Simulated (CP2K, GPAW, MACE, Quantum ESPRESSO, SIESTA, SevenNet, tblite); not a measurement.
# Predicting plane-wave site energies from GPAW dzp, PBE: Te in place of Se in BeSe(110)/BP(110) interface (50 atoms)

The cell holds 50 atoms: 9 Be, 9 Se, 16 B and 16 P. Its edges and angles: a = 6.294 Å, b = 8.901 Å, c = 13.071 Å, α = 90.0°, β = 90.0°, γ = 90.0°. Zinc-blende BeSe(110), 3 repeat layers, 3 surface cells, strained +0.00 and -0.00 %; zinc-blende BP(110), 4 layers, 4 cells, -1.93 and -1.93 %; outer planes 2.26 Å apart and 2.29 Å at the second interface of the periodic stack; not relaxed, displaced by a Gaussian of 0.02 Å. Then the atoms were relaxed with MACE MPA-0 medium in the fixed cell. Regions: BeSe, 18 atoms (9 Be and 9 Se); BP, 32 atoms (16 B and 16 P).

Calculated with Quantum ESPRESSO 7.5: PBE; plane waves, SSSP efficiency, 45/360 Ry; k-points Γ. The cheaper level is PBE; dzp orbitals, PAW, h 0.18 Å; k-points Γ. Each row is one cell with Te in place of Se, relaxed with MACE MPA-0 medium; both levels solve the same cells, and energies are counted from site Se18 at each level.

```
energy from GPAW dzp, PBE (eV)  energy from plane waves (eV)  site
                         0.000                             0  Se18
                         0.352                        0.4218  Se12
                         0.419                             ?     ?
                         0.446                        0.4461   Se6
                         0.752                        0.7338  Se10
```

**Question.** Fit a straight line to the rows given and interpolate to the withheld row.

Worked fit:

Take u as the energy from GPAW dzp, PBE and v as that from plane waves.

```
  u (eV)    v (eV)
       0         0
0.352367  0.421813
0.445619  0.446088
0.752404  0.733781
```

With n = 4: mean u = 0.387597, mean v = 0.400421, Σ(u − ū)² = 0.28792, Σ(u − ū)(v − v̄) = 0.27871. Slope b = 0.27871 / 0.28792 = 0.96800; intercept a = v̄ − b ū = 0.025226.

At the withheld site u = 0.4194, and v = a + b u.

Prediction at 0.419: 0.4312 eV. The run gave 0.4781 eV, so the fit is low by 0.047 eV (9.8 % of the value).

The slope of 0.97 says that GPAW dzp, PBE spreads the sites about as widely as plane waves do. Taken as it stands, without the line, its value misses the withheld site by 0.059 eV. Among the rows given, the largest miss of the fit is at 0.352, by 0.055 eV (7.6 % of the range of the table).

Limits: Few sites, one cell. The geometries are those of MACE MPA-0 medium, not of DFT.

[Logs are printed without paths, hosts, clocks, repeated set-up lines and the standing remarks that a program may print on its own settings, such as how far it seeks lower states.]

[Hosts, paths, dates, database ids (printed as entryN), source tags and the programs' standing remarks are cut or masked in the printed files.]
